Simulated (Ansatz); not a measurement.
**H4C2SeSO2 (Pc): converging the G0W0 gap**

Wanted: a G0W0 gap for H4C2SeSO2 (Pc) that is converged in bands and cutoff, or an estimate of the limit.

Program: Ansatz 0.2.0. Level of theory: G0W0 on PBE, plane waves, PAW; PAW set soft_1. Results are calculated unless marked as measured.

## Step 1: The starting structure

It takes space group Pc (No. 7, monoclinic). Conventional cell: a = 5.620 Å, b = 5.429 Å, c = 8.799 Å, α = 90.00°, β = 117.82°, γ = 90.00°. H has 1 C at 1.09 Å nearest. Nearest to H lie 1 C at 1.09 Å. C has 2 H at 1.09 Å and 1 S at 1.80 Å and 1 Se at 1.98 Å nearest. Nearest to C lie 2 H at 1.09 Å and 1 S at 1.79 Å and 1 Se at 1.99 Å. Farther neighbours and most contacts between anions are not listed.

Geometry: measured cell, ions relaxed with PBE. The runs that relaxed it are not among those shown.

## Step 2: 179 empty bands, screening to 48 eV

G0W0 replaces the xc potential by the self-energy, built once from these orbitals. Only a window of levels is corrected, while the sums run over the empty bands that the input names. This step takes PAW set soft_1 files.

input.yaml

```yaml
crystal:
  lattice:
    - [5.6201, 0.0, 0.0]
    - [0.0, 5.429, 0.0]
    - [-4.1064155037, 0.0, 7.782155437]
  atoms:
    - { symbol: H, position: [0.9903275064, 0.7473635647, 0.4660418871] }
    - { symbol: H, position: [0.9903275064, 0.2526364353, 0.9660418871] }
    - { symbol: H, position: [0.9526666536, 0.4949916995, 0.3188623577] }
    - { symbol: H, position: [0.9526666536, 0.5050083005, 0.8188623577] }
    - { symbol: H, position: [0.3242621606, 0.9254302466, -0.0008390993] }
    - { symbol: H, position: [0.3242621606, 0.0745697534, 0.4991609007] }
    - { symbol: H, position: [0.4578783155, 0.1133202744, 0.1941292844] }
    - { symbol: H, position: [0.4578783155, 0.8866797256, 0.6941292844] }
    - { symbol: C, position: [0.8719629278, 0.6686019466, 0.3380623345] }
    - { symbol: C, position: [0.8719629278, 0.3313980534, 0.8380623345] }
    - { symbol: C, position: [0.4713629967, 0.9401030733, 0.1349322238] }
    - { symbol: C, position: [0.4713629967, 0.0598969267, 0.6349322238] }
    - { symbol: Se, position: [0.4847737869, 0.6468803937, 0.274117174] }
    - { symbol: Se, position: [0.4847737869, 0.3531196063, 0.774117174] }
    - { symbol: S, position: [0.8080090367, 0.8871242417, 0.1698405285] }
    - { symbol: S, position: [0.8080090367, 0.1128757583, 0.6698405285] }
    - { symbol: O, position: [0.9794800703, 0.1049310127, 0.2322299963] }
    - { symbol: O, position: [0.9794800703, 0.8950689873, 0.7322299963] }
    - { symbol: O, position: [0.8018265455, 0.7599013105, 0.0217933131] }
    - { symbol: O, position: [0.8018265455, 0.2400986895, 0.5217933131] }
kpoints:
  mp_grid: { grid: [4, 4, 2] }
hamiltonian:
  xc: pbe
  pseudopotentials: { kind: paw, azcp: { folder: soft_1 } }
scf:
  occupations: { method: fixed }
gw:
  n_empty_bands: 179
  ecut_chi: 48
  qp_bands: [v4, c4]
  qp_kpoints: band_edges
  screening: { model: contour_deformation }
```

Started as:

```
> ansatz run input.yaml --threads 2 --pin off --max-ram 92160MiB --backend cuda --events-out ev --progress --plain --runs-dir out --devices 1 --max-vram 13GiB
```

Numbers of over 12 decimals in the logs are rounded to 6 here.

What it wrote:

```text
GPUs: using 1 of 1 available (devices: 1).
Engine: ansatz 0.2.0, x86_64-unknown-linux-gnu
Pseudopotentials: kind: paw
Pseudopotential: H, paw, valence charge 1, recommended cutoff 420 eV (normal), soft_1/H.paw.azcp
Pseudopotential: C, paw, valence charge 4, recommended cutoff 420 eV (normal), soft_1/C.paw.azcp
Pseudopotential: Se, paw, valence charge 16, recommended cutoff 420 eV (normal), soft_1/Se.paw.azcp
Pseudopotential: S, paw, valence charge 6, recommended cutoff 420 eV (normal), soft_1/S.paw.azcp
Pseudopotential: O, paw, valence charge 6, recommended cutoff 420 eV (normal), soft_1/O.paw.azcp
Functional definition: PBE
  parameter kappa = 0.804
  parameter beta = 0.066725
  exchange = pbe_x(kappa = kappa, mu = beta*pi^2/3)
  correlation = pbe_c(beta = beta)
device memory: the entry about to start is reckoned to put 3.1 GiB on a device that reports 40.1 GiB free (of which the cap on the GPU budget leaves the run 13.0 GiB)
GPU FFT provider: cuFFT
GPU libraries: cuBLAS 13.8.2, cuFFT 12.4.0, cuSOLVER 12.3.4
Crystal: 20 atoms, lattice volume = 237.445 Å³
Basis set: ecut = 420 eV, 4629 PW (Γ)
Bands: 66, of which v1, the nominal top of the filled ones, is band 46 counted from 1 (45 counted from 0)
Symmetry: 2 space group operations
Space group: Pc (ITA 7), of the structure as read, at distance tolerance 6.2e-5 Å
k-points: 18 of 32 (time reversal used)
Non-local potential: H, projectors of the file, l = 0: 2, l = 1: 1
Non-local potential: C, projectors of the file, l = 0: 2, l = 1: 2, l = 2: 1
Non-local potential: Se, projectors of the file, l = 0: 2, l = 1: 2, l = 2: 3, l = 3: 1
Non-local potential: S, projectors of the file, l = 0: 2, l = 1: 2, l = 2: 1
Non-local potential: O, projectors of the file, l = 0: 2, l = 1: 2, l = 2: 1
PAW form: soft (Blöchl's): semilocal exchange-correlation on the pseudo side does not see the compensation charge
PAW one-centre angular grid: H, 110 points (default); XC on 64 Gauss nodes
PAW one-centre angular grid: C, 110 points (default); XC on 64 Gauss nodes
PAW one-centre angular grid: Se, 590 points (default); XC on 64 Gauss nodes
PAW one-centre angular grid: S, 110 points (default); XC on 64 Gauss nodes
PAW one-centre angular grid: O, 110 points (default); XC on 64 Gauss nodes
Initial density: superposition of atomic densities (chi_scale 0.1, normalization cell, long waves kept (reshape's long-wave potential 0.22 eV rms))
Initial wavefunctions: pseudopotential atomic-orbital guess
GPU buffer pool allocated for 96000 grid points (all kernels)
GPU transforms: local potential and band sums: pruned to the plane-wave sphere, on 40×40×60
Functional: x = pbe(κ = 0.804, μ = 0.219515), c = pbe(β = 0.066725)
SCF iter   1: F=—  HF=-16149.987392 eV  |F-HF|=—  |Δ(HF+E_count)|=         —  Δρ=1.12e-1  dr2=3.66e1  ethr=3.10e-3  ⟨swp⟩=4.3  Hψ=4398  notcnv=0  defer=320
preconditioner: auto → Resta (q_TF=auto, 2.329 Å⁻¹)  ε∞=3.0  [insulator: Δε(μ)=3.356 eV  Ē_g=14.641 eV  n_scr=46 (ndim 8)  ℏωp=20.4 eV  f_vac=0.033  ε∞_Penn≈3.0]
SCF iter   2: F=—  HF=-16139.695153 eV  |F-HF|=—  |Δ(HF+E_count)|=    1.03e1  Δρ=4.63e-2  dr2=3.97e0  ethr=3.10e-3  ⟨swp⟩=3.8  Hψ=2641  notcnv=0  defer=311
SCF iter   3: F=—  HF=-16138.574028 eV  |F-HF|=—  |Δ(HF+E_count)|=    1.12e0  Δρ=1.70e-2  dr2=5.84e-1  ethr=3.10e-3  ⟨swp⟩=3.9  Hψ=1976  notcnv=0  defer=316
SCF iter   4: F=—  HF=-16138.447413 eV  |F-HF|=—  |Δ(HF+E_count)|=   1.27e-1  Δρ=5.06e-3  dr2=5.47e-2  ethr=6.35e-4  ⟨swp⟩=2.4  Hψ=1669  notcnv=0  defer=324
SCF iter   5: F=—  HF=-16138.443810 eV  |F-HF|=—  |Δ(HF+E_count)|=   3.60e-3  Δρ=2.15e-3  dr2=8.26e-3  ethr=5.95e-5  ⟨swp⟩=2.1  Hψ=2241  notcnv=0  defer=324
SCF iter   6: F=—  HF=-16138.448205 eV  |F-HF|=—  |Δ(HF+E_count)|=   4.40e-3  Δρ=9.04e-4  dr2=1.74e-3  ethr=8.97e-6  ⟨swp⟩=2.0  Hψ=1588  notcnv=0  defer=324
SCF iter   7: F=—  HF=-16138.448842 eV  |F-HF|=—  |Δ(HF+E_count)|=   6.36e-4  Δρ=2.22e-4  dr2=1.28e-4  ethr=1.90e-6  ⟨swp⟩=2.0  Hψ=1770  notcnv=0  defer=324
SCF iter   8: F=—  HF=-16138.448982 eV  |F-HF|=—  |Δ(HF+E_count)|=   1.41e-4  Δρ=1.17e-4  dr2=2.78e-5  ethr=1.39e-7  ⟨swp⟩=2.0  Hψ=1553  notcnv=0  defer=323
SCF iter   9: F=—  HF=-16138.448993 eV  |F-HF|=—  |Δ(HF+E_count)|=   1.09e-5  Δρ=4.49e-5  dr2=4.18e-6  ethr=3.02e-8  ⟨swp⟩=2.0  Hψ=1559  notcnv=0  defer=288
SCF iter  10: F=—  HF=-16138.448997 eV  |F-HF|=—  |Δ(HF+E_count)|=   3.53e-6  Δρ=8.72e-6  dr2=2.60e-7  ethr=4.55e-9  ⟨swp⟩=2.0  Hψ=1378  notcnv=0  defer=290
SCF iter  11: F=-16138.448997 eV  HF=-16138.448997 eV  |F-HF|=2.34e-8  |Δ(HF+E_count)|=   4.68e-7  Δρ=2.42e-6  dr2=2.00e-8  ethr=1.09e-10  ⟨swp⟩=14.8  Hψ=7134  notcnv=0
SCF 1 converged in 11 iterations: F = -16138.448997 eV  dr2 = 2.00e-8
  greatest PAW one-centre occupation: 1.000 electrons in one spin orbital (limit 2), on the Se atom at site 13 (counted from 0), in its partial waves of l = 2
device memory: the entry about to start is reckoned to put 3.8 GiB (of the 3.9 GiB reckoned in all, the device holds 0.1 GiB already) on a device that reports 38.4 GiB free (of which the cap on the GPU budget leaves the run 12.9 GiB)
NSCF: frozen V_eff on 18 k-points
the band table was solved once the SCF had ended and its energy, with any forces and stress, was formed, with the checks that follow a solve (4798 applications of the Hamiltonian). They found nothing against the state; the energy, forces and stress were not computed again (output.eigenvalues in the input reference)
device memory: the entry about to start is reckoned to put 3.6 GiB on a device that reports 37.5 GiB free (of which the cap on the GPU budget leaves the run 13.0 GiB)
NSCF: frozen V_eff on 18 k-points
G₀W₀ screening: q 1/18
[... further progress lines ...]
device memory: the entry about to start is reckoned to put 1.2 GiB on a device that reports 48.9 GiB free (of which the cap on the GPU budget leaves the run 13.0 GiB)
NSCF: frozen V_eff on 1 k-points
device memory: the entry about to start is reckoned to put 1.2 GiB on a device that reports 48.9 GiB free (of which the cap on the GPU budget leaves the run 13.0 GiB)
NSCF: frozen V_eff on 1 k-points
SCF converged after 11 iterations
Free energy (F): -16138.448997 eV
Harris-Foulkes:  -16138.448997 eV  (|F-HF|=2.34e-8)
Internal energy: -16138.448997 eV  (E = F + TS)
E sigma→0 (E₀):  -16138.448997 eV
Fermi energy:    2.908312 eV
--- Per-component energies (eV) ---
  E_band       = -1248.863263
  E_kinetic    = 1584.324569
  E_local      = -9794.799122  (includes V_loc(G=0)·N_el)
  E_nonlocal   = -334.301473
  E_hartree    = 4469.552651
  E_xc         = -894.359431
  E_vxc        = -1035.885076  (∫ρ·V_xc dr)
  E_paw        = -6533.549929  (= ΣΔE_a)
  E_vpaw       = -607.305628  (= ΣTr[D̂ρ^β])
  E_aug_tail   = -0.006007  (compensation charges beyond the density's cutoff)
  E_ewald      = -4635.310255
  E_smearing   = -0.000000  (= −TS)
  E_closure    = 0.000000  (closes the sum)
  Σ components = -16138.448997   (vs F -16138.448997, Δ=0.00e0)
--- Band table (eV; the first three rows and the last of 18) ---
  k-point 0: bands = [... 42 lower, 0.8836, 0.9296, 2.2946, 2.3480, 6.5918, 6.8526, 7.3981, 7.4753, ... 16 higher]
  k-point 1: bands = [... 42 lower, 0.8758, 0.8758, 2.3574, 2.3574, 6.5990, 6.5990, 7.4324, 7.4324, ... 16 higher]
  k-point 2: bands = [... 42 lower, 0.7479, 0.9595, 2.3881, 2.6087, 6.3550, 6.7809, 7.3801, 7.5481, ... 16 higher]
  k-point 17: bands = [... 42 lower, 0.7024, 0.7024, 2.6527, 2.6527, 6.1250, 6.1250, 6.8595, 6.8595, ... 16 higher]
--- G₀W₀: contour deformation, 6 samples at zero and on the imaginary axis and 2 off it, 32 q-points, 179 empty bands' worth ---
  eigenvalues of the whole cell's RPA ε∞ on this k-mesh (on a slab, of 1 + 4πα/V) = 2.6759, 2.8233, 3.0545; static W/v taken at q = 0 is 0.351049
  bands read: the sum over 225 bands ends inside a degenerate multiplet in 6 slots, whose members it reads at an even weight; the widest, k=1: bands 225 to 226 (counted from 1) at 1/2 each
  gw.qp_kpoints: band_edges: 17 of 18 stored k-points solved, in 1 pass; an edge of the gap read off the rows below is read off those points alone
    valence top: of the k-points left out ik 6 came nearest to being solved in a further pass, in band 46 (counted from 1, as in the quasiparticle table): it holds the edge there only if its correction is more favourable than any solved in that band by at least 0.500 eV; those differ by 0.115 eV
    conduction bottom: of the k-points left out ik 6 came nearest to being solved in a further pass, in band 47 (counted from 1, as in the quasiparticle table): it holds the edge there only if its correction is more favourable than any solved in that band by at least 0.551 eV; those differ by 0.179 eV
    ik  band        ε_KS         Σx   Σc(E_QP)       V_xc       Z   E_QP_lin       E_QP  E_QP is
     0    43      0.8836   -22.8439     3.6060   -18.4638  0.7902     0.1021     0.1096  root
     0    44      0.9296   -23.5467     3.7805   -18.9475  0.7878     0.1023     0.1109  root
     0    45      2.2946   -17.3679     2.4458   -13.7627  0.8039     1.1152     1.1353  root
     0    46      2.3480   -17.4516     2.4258   -13.8804  0.8036     1.1830     1.2027  root
     0    47      6.5918    -9.4307    -3.3338   -14.4402  0.8169     8.3027     8.2675  root
     0    48      6.8526    -9.6586    -3.4585   -14.8875  0.8121     8.6676     8.6230  root
     0    49      7.3981    -8.5984    -3.7768   -14.1686  0.8188     9.2373     9.1915  root
     0    50      7.4753    -8.5315    -3.8205   -14.1484  0.8179     9.3211     9.2717  root
     1    43      0.8758   -22.9390     3.6225   -18.5197  0.7898     0.0708     0.0789  root
     1    44      0.8758   -22.9390     3.6225   -18.5197  0.7898     0.0708     0.0789  root
     1    45      2.3574   -17.5178     2.4470   -13.9251  0.8039     1.1923     1.2118  root
     1    46      2.3574   -17.5178     2.4470   -13.9251  0.8039     1.1923     1.2118  root
     1    47      6.5990    -9.3415    -3.3112   -14.2957  0.8179     8.2753     8.2419  root
     1    48      6.5990    -9.3415    -3.3112   -14.2957  0.8179     8.2753     8.2419  root
     1    49      7.4324    -8.4789    -3.7890   -14.0515  0.8182     9.2634     9.2161  root
     1    50      7.4324    -8.4789    -3.7890   -14.0515  0.8182     9.2634     9.2161  root
     2    43      0.7479   -23.0144     3.6931   -18.4899  0.7876    -0.0927    -0.0835  root
     2    44      0.9595   -23.4064     3.7479   -18.8558  0.7888     0.1486     0.1568  root
     2    45      2.3881   -17.5054     2.4335   -13.9346  0.8050     1.2320     1.2508  root
     2    46      2.6087   -17.7264     2.3879   -14.2417  0.8068     1.4956     1.5120  root
     2    47      6.3550    -9.0073    -3.2537   -13.8016  0.8224     7.9223     7.8955  root
     2    48      6.7809    -9.6632    -3.4063   -14.8100  0.8128     8.5633     8.5214  root
     2    49      7.3801    -8.5285    -3.7797   -14.0692  0.8201     9.1860     9.1411  root
     2    50      7.5481    -8.7253    -3.7882   -14.3353  0.8158     9.4216     9.3698  root
[...]
17    43      0.7024   -24.6539     4.2187   -19.4713  0.7805    -0.2749    -0.2614  root
    17    44      0.7024   -24.6539     4.2187   -19.4713  0.7805    -0.2749    -0.2614  root
    17    45      2.6527   -17.7487     2.3808   -14.2810  0.8078     1.5501     1.5658  root
    17    46      2.6527   -17.7487     2.3808   -14.2810  0.8078     1.5501     1.5658  root
    17    47      6.1250    -9.2865    -3.1636   -14.0166  0.8223     7.7181     7.6915  root
    17    48      6.1250    -9.2865    -3.1636   -14.0166  0.8223     7.7181     7.6915  root
    17    49      6.8595    -9.0584    -3.5069   -14.2674  0.8198     8.5983     8.5616  root
    17    50      6.8595    -9.0584    -3.5069   -14.2674  0.8198     8.5983     8.5616  root
```

The job ended after 31 s (1 × NVIDIA H100 80GB HBM3 (shared by 6 runs) with 2 threads of AMD EPYC 7R13 (Zen 3), shared host; peak memory 1.6 GiB).

Reading the cycles: dr2 is the Hartree energy of the density residual (eV), the measure of convergence; HF is the Harris–Foulkes estimate of the energy, which meets the free energy F at convergence.

Numbers from this step:

* bands summed: 225
* RPA ε∞ on this mesh (eigenvalues): 2.676, 2.823, 3.054
* plane waves in the screening matrix: 173
* q-points in the mesh: 32
* G0W0 gap on the mesh: 5.516 eV
* k of the valence top: -0.5, -0.5, 0
* k of the conduction bottom: -0.5, 0, 0
* starting gap on the mesh: 2.989 eV
* Z at the valence top: 0.8096
* Z at the conduction bottom: 0.8240
* least direct G0W0 gap on the computed points: 5.804 eV

The gap on the mesh goes from 2.99 eV to 5.52 eV, a correction of +2.53 eV. Between the two edge states, bare exchange in place of the xc potential would open the gap by 7.97 eV, and correlation takes back 5.44 eV.

## Step 3: 507 empty bands, screening to 96 eV

Bands and screening cutoff are moved together, since each hides the error of the other.

Edit input.yaml of step 2 so:

```diff
@@ -34,4 +34,4 @@
 gw:
-  n_empty_bands: 179
-  ecut_chi: 48
+  n_empty_bands: 507
+  ecut_chi: 96
   qp_bands: [v4, c4]
```

What it wrote:

```text
GPUs: using 1 of 1 available (devices: 1).
[...]
GPU FFT provider: cuFFT
GPU libraries: cuBLAS 13.8.2, cuFFT 12.4.0, cuSOLVER 12.3.4
Crystal: 20 atoms, lattice volume = 237.445 Å³
Basis set: ecut = 420 eV, 4629 PW (Γ)
Bands: 66, of which v1, the nominal top of the filled ones, is band 46 counted from 1 (45 counted from 0)
Symmetry: 2 space group operations
[...]
k-points: 18 of 32 (time reversal used)
[...]
GPU buffer pool allocated for 96000 grid points (all kernels)
[...]
SCF iter   1: F=—  HF=-16149.987392 eV  |F-HF|=—  |Δ(HF+E_count)|=         —  Δρ=1.12e-1  dr2=3.66e1  ethr=3.10e-3  ⟨swp⟩=4.3  Hψ=4398  notcnv=0  defer=320
[...]
SCF iter  11: F=-16138.448997 eV  HF=-16138.448997 eV  |F-HF|=2.34e-8  |Δ(HF+E_count)|=   4.68e-7  Δρ=2.42e-6  dr2=2.00e-8  ethr=1.09e-10  ⟨swp⟩=14.8  Hψ=7134  notcnv=0
SCF 1 converged in 11 iterations: F = -16138.448997 eV  dr2 = 2.00e-8
[...]
NSCF: frozen V_eff on 18 k-points
[...]
G₀W₀ screening: q 1/18
[... further progress lines ...]
[...]
SCF converged after 11 iterations
Free energy (F): -16138.448997 eV
[...]
Internal energy: -16138.448997 eV  (E = F + TS)
E sigma→0 (E₀):  -16138.448997 eV
Fermi energy:    2.908312 eV
[...]
--- Band table (eV; the first three rows and the last of 18) ---
  k-point 0: bands = [... 42 lower, 0.8836, 0.9296, 2.2946, 2.3480, 6.5918, 6.8526, 7.3981, 7.4753, ... 16 higher]
  k-point 1: bands = [... 42 lower, 0.8758, 0.8758, 2.3574, 2.3574, 6.5990, 6.5990, 7.4324, 7.4324, ... 16 higher]
  k-point 2: bands = [... 42 lower, 0.7479, 0.9595, 2.3881, 2.6087, 6.3550, 6.7809, 7.3801, 7.5481, ... 16 higher]
  k-point 17: bands = [... 42 lower, 0.7024, 0.7024, 2.6527, 2.6527, 6.1250, 6.1250, 6.8595, 6.8595, ... 16 higher]
[...]
0    43      0.8836   -22.8439     3.3038   -18.4638  0.7823    -0.2074    -0.1925  root
     0    44      0.9296   -23.5467     3.5097   -18.9475  0.7797    -0.1754    -0.1598  root
     0    45      2.2946   -17.3679     2.0933   -13.7627  0.7983     0.7461     0.7827  root
     0    46      2.3480   -17.4516     2.0701   -13.8804  0.7979     0.8102     0.8470  root
     0    47      6.5918    -9.4307    -3.6808   -14.4402  0.8100     7.9409     7.9205  root
     0    48      6.8526    -9.6586    -3.8286   -14.8875  0.8048     8.2782     8.2528  root
     0    49      7.3981    -8.5984    -4.1537   -14.1686  0.8122     8.8407     8.8145  root
     0    50      7.4753    -8.5315    -4.2003   -14.1484  0.8112     8.9204     8.8918  root
[...]
17    47      6.1250    -9.2865    -3.4685   -14.0166  0.8159     7.4026     7.3866  root
    17    48      6.1250    -9.2865    -3.4685   -14.0166  0.8159     7.4026     7.3866  root
    17    49      6.8595    -9.0584    -3.8525   -14.2674  0.8130     8.2375     8.2160  root
    17    50      6.8595    -9.0584    -3.8525   -14.2674  0.8130     8.2375     8.2160  root
```

Wall time 69 s (1 × NVIDIA H100 80GB HBM3 (shared by 6 runs) with 2 threads); peak memory 2.8 GiB.

This step gave:

```yaml
bands_summed: 553
rpa_eps_infinity_on_this_mesh_eigenvalues: 2.646, 2.794, 3.023
plane_waves_in_the_screening_matrix: 513
q_points_in_the_mesh: 32
g0w0_gap_on_the_mesh: 5.633 eV
k_of_the_valence_top: -0.5, -0.5, 0
k_of_the_conduction_bottom: -0.5, 0, 0
starting_gap_on_the_mesh: 2.989 eV
z_at_the_valence_top: 0.8031
z_at_the_conduction_bottom: 0.8176
least_direct_g0w0_gap_on_the_computed_points: 5.905 eV
```

Against the run with 4×4×2 mesh, 179 empty bands, screening to 48 eV, PAW set soft_1 files, the gap moves by +0.12 eV.

## Step 4: 1091 empty bands, screening to 160 eV

Edit input.yaml of step 3 so:

```diff
@@ -34,4 +34,4 @@
 gw:
-  n_empty_bands: 507
-  ecut_chi: 96
+  n_empty_bands: 1091
+  ecut_chi: 160.0
   qp_bands: [v4, c4]
```

What it wrote:

```text
GPUs: using 1 of 1 available (devices: 1).
[...]
GPU FFT provider: cuFFT
GPU libraries: cuBLAS 13.8.2, cuFFT 12.4.0, cuSOLVER 12.3.4
Crystal: 20 atoms, lattice volume = 237.445 Å³
Basis set: ecut = 420 eV, 4629 PW (Γ)
Bands: 66, of which v1, the nominal top of the filled ones, is band 46 counted from 1 (45 counted from 0)
Symmetry: 2 space group operations
[...]
k-points: 18 of 32 (time reversal used)
[...]
0    50      7.4753    -8.5315    -4.4024   -14.1484  0.8094     8.7096     8.6897  root
[...]
17    47      6.1250    -9.2865    -3.6531   -14.0166  0.8143     7.2133     7.2020  root
    17    48      6.1250    -9.2865    -3.6531   -14.0166  0.8143     7.2133     7.2020  root
    17    49      6.8595    -9.0584    -4.0497   -14.2674  0.8113     8.0339     8.0188  root
    17    50      6.8595    -9.0584    -4.0497   -14.2674  0.8113     8.0339     8.0188  root
[key lines of the parts left out:]
SCF converged after 11 iterations
Free energy (F): -16138.448997 eV
Fermi energy:    2.908312 eV
```

Elapsed: 3 min, on 1 × NVIDIA H100 80GB HBM3 (shared by 6 runs) with 2 threads; peak memory 6.3 GiB; 4.9 min of CPU time.

Numbers from this step:

- bands summed: 1137
- RPA ε∞ on this mesh (eigenvalues): 2.633, 2.778, 3.005
- plane waves in the screening matrix: 1083
- G0W0 gap on the mesh: 5.679 eV
- k of the valence top: -0.5, -0.5, 0
- k of the conduction bottom: -0.5, 0, 0
- starting gap on the mesh: 2.989 eV
- least direct G0W0 gap on the computed points: 5.954 eV

Against the run with 4×4×2 mesh, 507 empty bands, screening to 96 eV, PAW set soft_1 files, the gap moves by +0.05 eV.

(Continued in part 2 of 2.)

[Paths, hosts, dates, memory and timing lines, banners, echoed tables and standing remarks are left out of the program output.]

[Logs are printed without paths, hosts, clocks, repeated set-up lines and the standing remarks that a program may print on its own settings, such as how far it seeks lower states.]

[Runs of the session that timed out or met a known fault of the program may be left out.]

[Cells called generated may have been cut or substituted from an entry of the Crystallography Open Database or the Materials Project.]

[Hosts, paths, dates, database ids (printed as entryN), source tags and the programs' standing remarks are cut or masked in the printed files.]
